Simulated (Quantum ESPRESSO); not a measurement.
## ZnS (F-43m): phonon deformation potentials, worked out

Aim: the phonon deformation potentials p and q of ZnS (F-43m), tested on a biaxially strained cell.

Main program and level: Quantum ESPRESSO 7.5; DFT LDA, scalar-relativistic, plane waves, JTH PAW pseudopotentials.

The database entry behind the starting cell differs from later determinations by our own check (about 0.1 % short), so it need not match the best structure at ambient conditions.

**1. The relaxed structure**

It takes space group F-43m (No. 216, cubic). Conventional cell: a = 5.294 Å, b = 5.294 Å, c = 5.294 Å, α = 90.00°, β = 90.00°, γ = 90.00°. Nearest to Zn lie 4 S at 2.29 Å. S has 4 Zn at 2.29 Å nearest. Farther neighbours and most contacts between anions are not listed.

This is the cell after its relaxation at this level of theory, not the database cell from which that began.

**2. Uniaxial strain**

The relaxed cell is stretched along z alone. This keeps all atoms on sites fixed by symmetry and splits the threefold mode into a singlet, polarised along z, and a doublet. The macroscopic field is left out, so these are transverse modes. Cutoff 60 Ry, k mesh 8×8×8.

From the response at ε_zz = 0.01:

Output:

```text
[banners, grids, parts of the stress and lines that vanish by symmetry left out]
Program PHONON v.7.5
     Reading xml data from directory:

[...]
Exchange-correlation= PW
                           (   1   4   0   0   0   0   0)
[...]
kinetic-energy cut-off    =      60.0000  Ry
     charge density cut-off    =     480.0000  Ry
     convergence threshold     =      1.0E-18
[...]
Exchange-correlation= PW
                           (   1   4   0   0   0   0   0)
[...]
q = (   0.0000000   0.0000000   0.0000000 )
      9 Sym.Ops. (with q -> -q+G )
     G cutoff =  614.6016  (  44863 G-vectors)     FFT grid: ( 50, 50, 50)
     G cutoff =  307.3008  (  15881 G-vectors)  smooth grid: ( 36, 36, 36)
     number of k points=    59
[...]
Mode symmetry, D_2d (-42m) point group:
[...]
Representation #   1 mode #   1
[...]
End of self-consistent calculation
     Convergence has been achieved
     Representation #   2 mode #   2
[...]
End of self-consistent calculation
     Convergence has been achieved
     Representation #   3 modes #   3   4
[...]
End of self-consistent calculation
     Convergence has been achieved
     Representation #   4 modes #   5   6
[...]
End of self-consistent calculation
     Convergence has been achieved
[...]
q = (    0.000000000   0.000000000   0.000000000 )
[...]
freq (    1) =      -0.094795 [THz] =      -3.162030 [cm-1]
     freq (    2) =      -0.094631 [THz] =      -3.156563 [cm-1]
     freq (    3) =      -0.094631 [THz] =      -3.156563 [cm-1]
     freq (    4) =       8.564897 [THz] =     285.694199 [cm-1]
     freq (    5) =       8.564897 [THz] =     285.694199 [cm-1]
     freq (    6) =       8.605890 [THz] =     287.061585 [cm-1]
[...]
Mode symmetry, D_2d (-42m) point group:
     freq (   1-   1) =         -3.2  [cm-1]   --> B_2  X_3  W_2   I+R
     freq (   2-   3) =         -3.2  [cm-1]   --> E    X_5  W_3   I+R
     freq (   4-   5) =        285.7  [cm-1]   --> E    X_5  W_3   I+R
     freq (   6-   6) =        287.1  [cm-1]   --> B_2  X_3  W_2   I+R

   JOB DONE.
```

| ε_zz | singlet (cm⁻¹) | doublet (cm⁻¹) | σ_zz (GPa) | σ_xx (GPa) |
| --- | --- | --- | --- | --- |
| -0.01 | 295.21 | 296.79 | -1.125 | -0.681 |
| -0.005 | 293.24 | 294.00 | -0.533 | -0.309 |
| 0 | 291.24 | 291.24 | 0.051 | 0.051 |
| 0.005 | 289.14 | 288.43 | 0.641 | 0.411 |
| 0.01 | 287.06 | 285.69 | 1.215 | 0.749 |

Stress is counted positive in tension.

**3. The fit**

To first order ω² − ω₀² = p ε_zz + q (ε_xx + ε_yy) for the mode along z, and likewise for x and y. With ε_zz alone the singlet gives p and the doublet q.

The linear terms of parabolas through ω² are p = -2.80 ω₀² and q = -3.81 ω₀², with ω₀ = 291.2 cm⁻¹. Those of the stresses are C11 = 117 GPa and C12 = 72 GPa. Under hydrostatic strain p and q imply γ = −(p + 2q)/(6 ω₀²) = 1.74.

A layer held to an in-plane strain ε and free along z takes ε_zz = −2 (C12/C11) ε = -1.223 ε. To first order the singlet then shifts by (q − p C12/C11) ε / ω₀ = -612 ε cm⁻¹. For ε = -0.006, ε_zz = 0.00734, the formulas for ω² predict 294.89 cm⁻¹ for the singlet and 292.94 cm⁻¹ for the doublet.

**4. A biaxially strained cell**

This run was no part of the fit.

Output:

```text
[banners, grids, parts of the stress and lines that vanish by symmetry left out]
[banner, memory and clock lines left out]
Program PHONON v.7.5

[...]
Exchange-correlation= PW
                           (   1   4   0   0   0   0   0)
[...]
kinetic-energy cut-off    =      60.0000  Ry
     charge density cut-off    =     480.0000  Ry
     convergence threshold     =      1.0E-18
[...]
Exchange-correlation= PW
                           (   1   4   0   0   0   0   0)
[...]
q = (   0.0000000   0.0000000   0.0000000 )
      9 Sym.Ops. (with q -> -q+G )
     G cutoff =  609.3291  (  44311 G-vectors)     FFT grid: ( 50, 50, 50)
     G cutoff =  304.6645  (  15657 G-vectors)  smooth grid: ( 36, 36, 36)
     number of k points=    59
[...]
Mode symmetry, D_2d (-42m) point group:
[...]
Representation #   1 mode #   1
[...]
End of self-consistent calculation
     Convergence has been achieved
     Representation #   2 mode #   2
[...]
End of self-consistent calculation
     Convergence has been achieved
     Representation #   3 modes #   3   4
[...]
End of self-consistent calculation
     Convergence has been achieved
     Representation #   4 modes #   5   6
[...]
End of self-consistent calculation
     Convergence has been achieved
[...]
q = (    0.000000000   0.000000000   0.000000000 )
[...]
freq (    1) =      -0.090110 [THz] =      -3.005754 [cm-1]
     freq (    2) =      -0.089927 [THz] =      -2.999638 [cm-1]
     freq (    3) =      -0.089927 [THz] =      -2.999638 [cm-1]
     freq (    4) =       8.779239 [THz] =     292.843906 [cm-1]
     freq (    5) =       8.779239 [THz] =     292.843906 [cm-1]
     freq (    6) =       8.840915 [THz] =     294.901188 [cm-1]
[...]
Mode symmetry, D_2d (-42m) point group:
     freq (   1-   1) =         -3.0  [cm-1]   --> B_2  X_3  W_2   I+R
     freq (   2-   3) =         -3.0  [cm-1]   --> E    X_5  W_3   I+R
     freq (   4-   5) =        292.8  [cm-1]   --> E    X_5  W_3   I+R
     freq (   6-   6) =        294.9  [cm-1]   --> B_2  X_3  W_2   I+R
```

| mode | predicted (cm⁻¹) | run (cm⁻¹) |
| --- | --- | --- |
| singlet | 294.89 | 294.90 |
| doublet | 292.94 | 292.84 |

The stress along z is 0.062 GPa and that in the plane -0.558 GPa; the unstrained cell carries 0.051 GPa.

**5. Summary of results**

```json
{
  "p (in units of the squared frequency)": "-2.801",
  "q (same units)": "-3.814",
  "shift of the singlet per unit of biaxial strain": "-612 cm⁻¹",
  "C11 and C12": "117 and 72 GPa"
}
```

In words: To first order, one per cent of tensile biaxial strain moves the singlet of ZnS (F-43m) by -6.1 cm⁻¹ and the doublet by -2.8 cm⁻¹; the formulas miss the test run by up to 0.10 cm⁻¹. In backscattering from (001) the mode polarised along z is the one seen in diamond and zinc-blende crystals; in a polar crystal it is the LO mode, whose potentials differ somewhat from these. The third potential, r, needs shear strain and a relaxation of the atoms, which was not run. These are harmonic values at zero temperature.

[Host names and launcher messages were left out of these logs when they were recorded.]

[Logs are printed without paths, hosts, clocks, repeated set-up lines and the standing remarks that a program may print on its own settings, such as how far it seeks lower states.]

[Hosts, paths, dates, database ids (printed as entryN), source tags and the programs' standing remarks are cut or masked in the printed files.]
